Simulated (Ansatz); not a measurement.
## Mg3As: relaxing a made-up structure

This structure for Mg3As is made up. Its elements were placed in a known structure type with a cell scaled to their sizes. What cell does the guess relax to, and how far off was it?

Main program and level: Ansatz 0.2.0; DFT, r2SCAN, plane-wave PAW, files of the set soft_1, scalar-relativistic, no spin, cell and ions relaxed at zero pressure; PAW set soft_1.

### 1. The structure

It takes space group P6_3/mmc (No. 194, hexagonal). The conventional cell has a = 6.049 Å, b = 6.049 Å, c = 5.307 Å, α = 90.00°, β = 90.00°, γ = 120.00°. Nearest to As lie 12 Mg at 3.02 to 3.17 Å. Nearest to Mg lie 8 Mg at 2.99 to 3.19 Å and 4 As at 3.02 to 3.17 Å. Farther neighbours are not listed.

### 2. Relaxation of the guess

The guessed cell has no reason to be at equilibrium. It is relaxed with the atoms, within the space group of the guess.

The input, input.yaml:

```yaml
crystal:
  lattice:
    - [6.049, 0.0, 0.0]
    - [-3.0245, 5.238587667, 0.0]
    - [0.0, 0.0, 5.307]
  atoms:
    - { symbol: As, position: [0.333333333, 0.666666667, 0.25] }
    - { symbol: As, position: [0.666666667, 0.333333333, 0.75] }
    - { symbol: Mg, position: [0.831600005, 0.66320001, 0.25] }
    - { symbol: Mg, position: [0.33679999, 0.168399995, 0.25] }
    - { symbol: Mg, position: [0.831600005, 0.168399995, 0.25] }
    - { symbol: Mg, position: [0.66320001, 0.831600005, 0.75] }
    - { symbol: Mg, position: [0.168399995, 0.33679999, 0.75] }
    - { symbol: Mg, position: [0.168399995, 0.831600005, 0.75] }
kpoints:
  mp_grid: { grid: [5, 5, 5] }
scf:
  occupations: { method: fermi_dirac, width: 0.05 }
hamiltonian:
  xc: r2scan
  pseudopotentials: { kind: paw, azcp: { folder: soft_1 } }
relax:
  f_tol: 0.015
  max_steps: 70
  cell: {}
output:
  forces: true
  stress: true
```

Command:

```sh
$ ansatz run input.yaml --threads 4 --pin off --max-ram 10240MiB --backend cpu --events-out ev --progress --plain --runs-dir out
```

Numbers of over 12 decimals in the logs are rounded to 6 here.

What it wrote:

```text
Engine: ansatz 0.2.0, x86_64-unknown-linux-gnu
Pseudopotentials: kind: paw
Pseudopotential: As, paw, valence charge 15, recommended cutoff 500 eV (meta_gga), soft_1/As.paw.azcp
Pseudopotential: Mg, paw, valence charge 10, recommended cutoff 500 eV (meta_gga), soft_1/Mg.paw.azcp
Functional definition: r2SCAN
  parameter k0 = 0.174
  parameter k1 = 0.065
  parameter a1 = 4.9479
  exchange = r2scan_x(k0 = k0, k1 = k1, a1 = a1)
  correlation = r2scan_c
Crystal: 8 atoms, lattice volume = 168.169 Å³
Basis set: ecut = 500 eV, 4243 PW (Γ), exchange–correlation on 180×180×160 points (64 copies of the dense FFT grid, shifted against one another)
Bands: 54, of which v1, the nominal top of the filled ones, is band 45 counted from 1 (44 counted from 0)
Symmetry: 24 space group operations
Space group: P63/mmc (ITA 194), of the structure as read, at distance tolerance 5.5e-5 Å
k-points: 15 of 125
Non-local potential: As, projectors of the file, l = 0: 2, l = 1: 2, l = 2: 3, l = 3: 1
Non-local potential: Mg, projectors of the file, l = 0: 3, l = 1: 2, l = 2: 1
PAW form: soft (Blöchl's): semilocal exchange-correlation on the pseudo side does not see the compensation charge
PAW frozen core: As, regenerated for the run's functional (the file was generated under x = pbe(κ = 0.804, μ = 0.219515), c = pbe(β = 0.066725))
PAW frozen core: Mg, regenerated for the run's functional (the file was generated under x = pbe(κ = 0.804, μ = 0.219515), c = pbe(β = 0.066725))
PAW one-centre angular grid: As, 590 points (default); XC on 160 Gauss nodes
PAW one-centre angular grid: Mg, 302 points (default); XC on 224 Gauss nodes
Initial density: superposition of atomic densities (chi_scale 0.1, normalization cell, long waves kept (reshape's long-wave potential 0.03 eV rms))
Initial wavefunctions: pseudopotential atomic-orbital guess
Functional: x = r2scan, c = r2scan; τ floored in thin density (d = 2e-4 eV/Å³)
SCF iter   1: F=—  HF=-21289.628653 eV  |F-HF|=—  |Δ(HF+E_count)|=         —  Δρ=3.99e-2  dr2=4.18e0  dr2_τ=5.33e-3  ethr=3.10e-3  ⟨swp⟩=7.8  Hψ=3146  notcnv=0  defer=1
preconditioner: auto → Kerker (q_TF=auto, 2.458 Å⁻¹)  [metal: Δε(μ)=0.066 eV  Ē_g=7.156 eV  σ=0.050 eV  W_gap=0.32  n_scr=46 (ndim 8)  ℏωp=13.4 eV  f_vac=0.000  D(μ)=2.53/eV (n_scr^D=8)]
SCF iter   2: F=—  HF=-21289.195502 eV  |F-HF|=—  |Δ(HF+E_count)|=   4.33e-1  Δρ=2.21e-2  dr2=1.41e0  dr2_τ=5.17e-3  ethr=3.10e-3  ⟨swp⟩=3.9  Hψ=1404  notcnv=0  defer=20
SCF iter   3: F=—  HF=-21288.978285 eV  |F-HF|=—  |Δ(HF+E_count)|=   2.17e-1  Δρ=5.98e-3  dr2=1.28e-1  dr2_τ=5.73e-4  ethr=1.56e-3  ⟨swp⟩=2.9  Hψ=1294  notcnv=0  defer=20
SCF iter   4: F=—  HF=-21288.951162 eV  |F-HF|=—  |Δ(HF+E_count)|=   2.71e-2  Δρ=2.43e-3  dr2=2.69e-2  dr2_τ=7.07e-5  ethr=1.43e-4  ⟨swp⟩=3.0  Hψ=1402  notcnv=0  defer=19
SCF iter   5: F=—  HF=-21288.947781 eV  |F-HF|=—  |Δ(HF+E_count)|=   3.38e-3  Δρ=1.12e-3  dr2=5.55e-3  dr2_τ=1.51e-5  ethr=2.99e-5  ⟨swp⟩=2.0  Hψ=1231  notcnv=0  defer=20
SCF iter   6: F=—  HF=-21288.947250 eV  |F-HF|=—  |Δ(HF+E_count)|=   5.31e-4  Δρ=2.55e-4  dr2=1.87e-4  dr2_τ=2.50e-6  ethr=6.17e-6  ⟨swp⟩=2.0  Hψ=1113  notcnv=0  defer=20
SCF iter   7: F=—  HF=-21288.947273 eV  |F-HF|=—  |Δ(HF+E_count)|=   2.27e-5  Δρ=7.57e-5  dr2=1.32e-5  dr2_τ=6.36e-8  ethr=2.08e-7  ⟨swp⟩=2.1  Hψ=1143  notcnv=0  defer=20
SCF iter   8: F=—  HF=-21288.947251 eV  |F-HF|=—  |Δ(HF+E_count)|=   2.19e-5  Δρ=2.25e-5  dr2=1.35e-6  dr2_τ=6.35e-9  ethr=1.46e-8  ⟨swp⟩=2.0  Hψ=1119  notcnv=0  defer=20
SCF iter   9: F=-21288.947252 eV  HF=-21288.947252 eV  |F-HF|=2.27e-8  |Δ(HF+E_count)|=   1.44e-6  Δρ=5.03e-6  dr2=5.31e-8  dr2_τ=6.21e-10  ethr=1.11e-10  ⟨swp⟩=3.2  Hψ=3395  notcnv=0
SCF 1 converged in 9 iterations: F = -21288.947252 eV  dr2 = 5.31e-8
  greatest PAW one-centre occupation: 1.000 electrons in one spin orbital (limit 2), on the Mg atom at site 5 (counted from 0), in its partial waves of l = 0
relax step   1: F+E_penalty+E_count = -21288.94725223 eV  Δ(F+E_penalty+E_count) = +0.000e0 eV  max|allowed force component| = 4.235e-2 eV/Å  Δτ_max = 0.0000 Å  P = -2.092 GPa  Ω = 168.169 Å³  (9 SCF iters, dr2 threshold 1.00e-7 eV, accepted)
Crystal: 8 atoms, lattice volume = 159.612 Å³
Basis set: ecut = 500 eV, 4039 PW (Γ), exchange–correlation on 180×180×160 points (64 copies of the dense FFT grid, shifted against one another)
Initial density: handed on by an earlier stage of this run
Initial wavefunctions: those handed on with the density
iter 1 solved again at ethr=2.80e-5 eV; its pass at ethr=3.10e-3 eV (dr2=2.52e-2 eV) is discarded
SCF iter   1: F=—  HF=-21288.955378 eV  |F-HF|=—  |Δ(HF+E_count)|=         —  Δρ=2.25e-3  dr2=2.56e-2  dr2_τ=1.45e-2  ethr=2.80e-5  ⟨swp⟩=2.3  Hψ=3780  notcnv=0
preconditioner: auto → Kerker (q_TF=auto, 2.480 Å⁻¹)  [metal: Δε(μ)=0.079 eV  Ē_g=7.574 eV  σ=0.050 eV  W_gap=0.37  n_scr=46 (ndim 8)  ℏωp=13.8 eV  f_vac=0.000  D(μ)=2.49/eV (n_scr^D=8)]
SCF iter   2: F=—  HF=-21289.004564 eV  |F-HF|=—  |Δ(HF+E_count)|=   4.92e-2  Δρ=1.33e-3  dr2=7.29e-3  dr2_τ=2.51e-5  ethr=2.80e-5  ⟨swp⟩=3.1  Hψ=1593  notcnv=0
SCF iter   3: F=—  HF=-21289.003779 eV  |F-HF|=—  |Δ(HF+E_count)|=   7.86e-4  Δρ=5.37e-4  dr2=1.42e-3  dr2_τ=9.16e-6  ethr=8.10e-6  ⟨swp⟩=2.0  Hψ=967  notcnv=0
SCF iter   4: F=—  HF=-21289.003631 eV  |F-HF|=—  |Δ(HF+E_count)|=   1.48e-4  Δρ=2.22e-4  dr2=1.86e-4  dr2_τ=7.81e-7  ethr=1.57e-6  ⟨swp⟩=2.0  Hψ=1131  notcnv=0
SCF iter   5: F=—  HF=-21289.003558 eV  |F-HF|=—  |Δ(HF+E_count)|=   7.29e-5  Δρ=1.14e-4  dr2=3.70e-5  dr2_τ=4.22e-7  ethr=2.06e-7  ⟨swp⟩=2.0  Hψ=1128  notcnv=0
SCF iter   6: F=—  HF=-21289.003565 eV  |F-HF|=—  |Δ(HF+E_count)|=   6.39e-6  Δρ=2.38e-5  dr2=1.02e-6  dr2_τ=1.06e-8  ethr=4.11e-8  ⟨swp⟩=2.0  Hψ=983  notcnv=0
SCF iter   7: F=-21289.003565 eV  HF=-21289.003565 eV  |F-HF|=1.59e-7  |Δ(HF+E_count)|=   5.66e-7  Δρ=8.85e-6  dr2=1.42e-7  dr2_τ=1.18e-9  ethr=8.89e-10  ⟨swp⟩=4.1  Hψ=2914  notcnv=0
SCF 2 converged in 7 iterations: F = -21289.003565 eV  dr2 = 1.42e-7
  greatest PAW one-centre occupation: 1.000 electrons in one spin orbital (limit 2), on the Mg atom at site 7 (counted from 0), in its partial waves of l = 0
relax step   2: F+E_penalty+E_count = -21289.00356540 eV  Δ(F+E_penalty+E_count) = -5.631e-2 eV  max|allowed force component| = 3.947e-2 eV/Å  Δτ_max = 0.0106 Å  P = +0.419 GPa  Ω = 159.612 Å³  energy of the carried Pulay correction = +1.389e-3 eV  (7 SCF iters, dr2 threshold 8.00e-7 eV, accepted)
Crystal: 8 atoms, lattice volume = 161.000 Å³
Basis set: ecut = 500 eV, 4087 PW (Γ), exchange–correlation on 180×180×160 points (64 copies of the dense FFT grid, shifted against one another)
iter 1 solved again at ethr=2.11e-6 eV; its pass at ethr=3.10e-3 eV (dr2=1.90e-3 eV) is discarded
SCF iter   1: F=—  HF=-21289.004096 eV  |F-HF|=—  |Δ(HF+E_count)|=         —  Δρ=5.85e-4  dr2=1.92e-3  dr2_τ=1.01e-3  ethr=2.11e-6  ⟨swp⟩=2.5  Hψ=3637  notcnv=0
preconditioner: auto → Kerker (q_TF=auto, 2.476 Å⁻¹)  [metal: Δε(μ)=0.072 eV  Ē_g=7.565 eV  σ=0.050 eV  W_gap=0.34  n_scr=46 (ndim 8)  ℏωp=13.7 eV  f_vac=0.000  D(μ)=2.56/eV (n_scr^D=8)]
SCF iter   2: F=—  HF=-21289.005824 eV  |F-HF|=—  |Δ(HF+E_count)|=   1.73e-3  Δρ=3.20e-4  dr2=5.88e-4  dr2_τ=1.50e-6  ethr=2.11e-6  ⟨swp⟩=2.0  Hψ=955  notcnv=0
SCF iter   3: F=—  HF=-21289.005661 eV  |F-HF|=—  |Δ(HF+E_count)|=   1.63e-4  Δρ=1.11e-4  dr2=9.89e-5  dr2_τ=5.36e-7  ethr=6.53e-7  ⟨swp⟩=2.1  Hψ=938  notcnv=0
SCF iter   4: F=—  HF=-21289.005638 eV  |F-HF|=—  |Δ(HF+E_count)|=   2.31e-5  Δρ=5.08e-5  dr2=1.02e-5  dr2_τ=5.86e-8  ethr=1.10e-7  ⟨swp⟩=2.0  Hψ=1131  notcnv=0
SCF iter   5: F=—  HF=-21289.005633 eV  |F-HF|=—  |Δ(HF+E_count)|=   4.26e-6  Δρ=2.87e-5  dr2=1.47e-6  dr2_τ=4.24e-8  ethr=1.13e-8  ⟨swp⟩=2.0  Hψ=1133  notcnv=0
SCF iter   6: F=-21289.005634 eV  HF=-21289.005634 eV  |F-HF|=1.55e-8  |Δ(HF+E_count)|=   1.52e-7  Δρ=6.28e-6  dr2=7.12e-8  dr2_τ=5.29e-10  ethr=6.98e-10  ⟨swp⟩=4.2  Hψ=2630  notcnv=0
SCF 3 converged in 6 iterations: F = -21289.005634 eV  dr2 = 7.12e-8
relax step   3: F+E_penalty+E_count = -21289.00563358 eV  Δ(F+E_penalty+E_count) = -2.068e-3 eV  max|allowed force component| = 1.039e-2 eV/Å  Δτ_max = 0.0050 Å  P = -0.005 GPa  Ω = 161.000 Å³  energy of the carried Pulay correction = +1.155e-3 eV  (6 SCF iters, dr2 threshold 6.28e-7 eV, accepted)
Initial wavefunctions: pseudopotential atomic-orbital guess (no wavefunctions were taken with the density)
iter 1 solved again at ethr=1.56e-9 eV; its pass at ethr=3.10e-3 eV (dr2=1.41e-6 eV) is discarded
SCF iter   1: F=—  HF=-21289.004374 eV  |F-HF|=—  |Δ(HF+E_count)|=         —  Δρ=2.70e-5  dr2=2.04e-7  dr2_τ=1.31e-6  ethr=1.56e-9  ⟨swp⟩=4.1  Hψ=6324  notcnv=0
preconditioner: auto → Kerker (q_TF=auto, 2.476 Å⁻¹)  [metal: Δε(μ)=0.078 eV  Ē_g=7.560 eV  σ=0.050 eV  W_gap=0.37  n_scr=46 (ndim 8)  ℏωp=13.7 eV  f_vac=0.000  D(μ)=2.55/eV (n_scr^D=8)]
SCF iter   2: F=—  HF=-21289.004376 eV  |F-HF|=—  |Δ(HF+E_count)|=   1.50e-6  Δρ=1.49e-5  dr2=9.48e-8  dr2_τ=8.17e-9  ethr=2.26e-10  ⟨swp⟩=2.0  Hψ=1493  notcnv=0
SCF iter   3: F=—  HF=-21289.004376 eV  |F-HF|=—  |Δ(HF+E_count)|=   1.99e-7  Δρ=3.17e-6  dr2=1.58e-8  dr2_τ=3.51e-10  ethr=1.05e-10  ⟨swp⟩=2.0  Hψ=982  notcnv=0
SCF iter   4: F=—  HF=-21289.004376 eV  |F-HF|=—  |Δ(HF+E_count)|=   1.24e-8  Δρ=9.29e-7  dr2=2.25e-9  dr2_τ=1.83e-11  ethr=1.76e-11  ⟨swp⟩=2.0  Hψ=983  notcnv=0
SCF iter   5: F=—  HF=-21289.004376 eV  |F-HF|=—  |Δ(HF+E_count)|=   1.87e-9  Δρ=3.80e-7  dr2=4.03e-10  dr2_τ=4.17e-12  ethr=2.51e-12  ⟨swp⟩=2.0  Hψ=1133  notcnv=0
SCF iter   6: F=-21289.004376 eV  HF=-21289.004376 eV  |F-HF|=1.46e-11  |Δ(HF+E_count)|=  9.09e-11  Δρ=1.74e-7  dr2=6.83e-11  dr2_τ=1.50e-12  ethr=1.00e-12  ⟨swp⟩=3.0  Hψ=3052  notcnv=0
SCF 4 converged in 6 iterations: F = -21289.004376 eV  dr2 = 6.83e-11
  greatest PAW one-centre occupation: 1.000 electrons in one spin orbital (limit 2), on the Mg atom at site 6 (counted from 0), in its partial waves of l = 0
relax step   4: F+E_penalty+E_count = -21289.00437589 eV  Δ(F+E_penalty+E_count) = +1.258e-3 eV  max|allowed force component| = 1.039e-2 eV/Å  Δτ_max = 0.0000 Å  P = -0.003 GPa  Ω = 161.000 Å³  stress off target by 4.86e-2 GPa  SCF on the basis re-selected at this cell (its energy is not comparable with the rows above)  (6 SCF iters)
basis re-selected at this cell: Δ(F+E_penalty+E_count) = +1.258e-3 eV, ΔP = +0.003 GPa vs the last step (what re-selecting the basis moved, of the pressure what is left beyond the Pulay correction that the steps carried, after the strain that the cell walked since its last selection, with what the two solves' SCF thresholds leave and, on support functions, any second-order correction that the steps lacked; it is no m [...]
SCF converged after 6 iterations
Free energy (F): -21289.004376 eV
Harris-Foulkes:  -21289.004376 eV  (|F-HF|=1.46e-11)
Internal energy: -21288.983006 eV  (E = F + TS)
E sigma→0 (E₀):  -21288.993691 eV
Entropy (-TS):   -0.021370 eV (-2.671 meV/atom)
Fermi energy:    8.135770 eV
--- Per-component energies (eV) ---
  E_band       = -2666.954656
  E_kinetic    = 610.277505
  E_local      = -13801.731143  (includes V_loc(G=0)·N_el)
  E_nonlocal   = 388.618410
  E_hartree    = 5544.026835
  E_xc         = -279.390413
  E_vxc        = -369.538767  (∫ρ·V_xc dr)
  E_paw        = -5879.724744  (= ΣΔE_a)
  E_vpaw       = -604.465149  (= ΣTr[D̂ρ^β])
  E_aug_tail   = -0.000083  (compensation charges beyond the density's cutoff)
  E_vtau       = 21.830949  (kinetic-family band-sum trace: ∫τ·v_τ [+ j·A + Jᵃ·Aᵃ] dr)
  E_ewald      = -7867.987334
  E_core_change = -3.072037  (= ΣΔE_core)
  E_smearing   = -0.021370  (= −TS)
  E_closure    = -0.000000  (closes the sum)
  Σ components = -21289.004376   (vs F -21289.004376, Δ=0.00e0)
--- Forces (eV/Å), atoms counted from 1 ---
  atom   1  As     0.00000000    -0.00000000     0.00000000
  atom   2  As     0.00000000     0.00000000     0.00000000
  atom   3  Mg    -0.00000000     0.01038570     0.00000000
  atom   4  Mg    -0.00899428    -0.00519285     0.00000000
  atom   5  Mg     0.00899428    -0.00519285     0.00000000
  atom   6  Mg     0.00899428     0.00519285     0.00000000
  atom   7  Mg     0.00000000    -0.01038570     0.00000000
  atom   8  Mg    -0.00899428     0.00519285     0.00000000
  max |Σ_I F_I| component: 5.20e-18 eV/Å
--- Stress (GPa, compression-positive) ---
       -0.028426       0.000000       0.000000
        0.000000      -0.028426       0.000000
        0.000000       0.000000       0.048612
  P = ⅓ Tr σ = -0.0027 GPa (-0.027 kbar)
--- Relaxed structure (3 steps of the walk, 3 accepted, 1 SCFs on fresh bases) ---
  F+E_penalty+E_count = -21289.00437589 eV   max|allowed force component| = 1.039e-2 eV/Å   (the final SCF, on the basis selected at the relaxed cell)
  cell:  # Å, volume = 161.0000 Å³
    - [5.933370, 0.0, 0.0]
    - [-2.966685, 5.138450, 0.0]
    - [0.0, 0.0, 5.280711]
  atoms:
    - { symbol: As, position: [0.333333, 0.666667, 0.25] }
    - { symbol: As, position: [0.666667, 0.333333, 0.75] }
    - { symbol: Mg, position: [0.832135, 0.664269, 0.25] }
    - { symbol: Mg, position: [0.335731, 0.167865, 0.25] }
    - { symbol: Mg, position: [0.832135, 0.167865, 0.25] }
    - { symbol: Mg, position: [0.664269, 0.832135, 0.75] }
    - { symbol: Mg, position: [0.167865, 0.335731, 0.75] }
    - { symbol: Mg, position: [0.167865, 0.832135, 0.75] }
```

Elapsed: 18 s, on 4 threads of Intel Xeon Platinum 8488C (Sapphire Rapids), shared host; peak memory 1 GiB; 62 s of CPU time.

The steps of the relaxation:

```tsv
step	energy less that of the first step (eV)	largest force component (eV/Å)	pressure (GPa)	volume (Å³)
1	0.0000	0.0424	-2.09	168.17
2	-0.0563	0.0395	0.42	159.61
3	-0.0584	0.0104	-0.01	161.00
4*	-0.0571	0.0104	0.00	161.00
```

Relaxation steps marked * repeat the geometry before them on a plane-wave basis chosen anew for their cell, so energy and pressure can jump there.

Forces are held to the 24 operations that the run works with; a distortion that breaks them can't arise in this run.

```tsv
conventional cell, symmetrised	before	after	change
a (Å)	6.049	5.933	-1.9 %
b (Å)	6.049	5.933	-1.9 %
c (Å)	5.307	5.281	-0.5 %
volume (Å³/atom)	21.02	20.13	-4.3 %
```

The relaxed structure:

```
As Mg
1.0
     5.93337    0.00000    0.00000
    -2.96669    5.13845    0.00000
     0.00000    0.00000    5.28071
As Mg
2 6
Direct
  0.33333 0.66667 0.25000
  0.66667 0.33333 0.75000
  0.83213 0.66427 0.25000
  0.33573 0.16787 0.25000
  0.83213 0.16787 0.25000
  0.66427 0.83213 0.75000
  0.16787 0.33573 0.75000
  0.16787 0.83213 0.75000
```

This step gave:

| Property | Result |
| --- | --- |
| free energy | -21289.0044 eV |
| energy at zero smearing | -21288.9937 eV |
| smearing term TS | 0.02137 eV |
| Fermi energy | 8.136 eV |
| electrons | 90 |
| symmetry operations | 24 |
| pressure | -0.002747 GPa |

The shortest distance of each pair, which need not be the same contact before and after:

```tsv
pair	guess (Å)	relaxed (Å)
Mg–Mg	2.993	2.945
As–Mg	3.025	2.967
As–As	4.386	4.325
```

The relaxation ends with a largest force component of 0.010 eV/Å and a pressure of 0.00 GPa.

### 3. What came out

- space group, relaxed: P6_3/mmc
- conventional cell: a = 5.933, b = 5.933, c = 5.281 Å; α = 90.0°, β = 90.0°, γ = 120.0°
- volume per atom: 20.13 Å³ (guess 21.02)

Mg3As relaxes to P6_3/mmc with a = 5.933, b = 5.933 and c = 5.281 Å. The guessed volume was 4 % too large. The space group P6_3/mmc was held in the relaxation, so the end point is a stationary structure within it and may be a saddle against distortions or other arrangements. Mesh and cutoff weren't tested. No dispersion term is used, so weakly bound directions may come out too long. Nothing here tests whether the compound is stable against decomposition.

[Logs are printed without paths, hosts, clocks, repeated set-up lines and the standing remarks that a program may print on its own settings, such as how far it seeks lower states.]

[Hosts, paths, dates, database ids (printed as entryN), source tags and the programs' standing remarks are cut or masked in the printed files.]
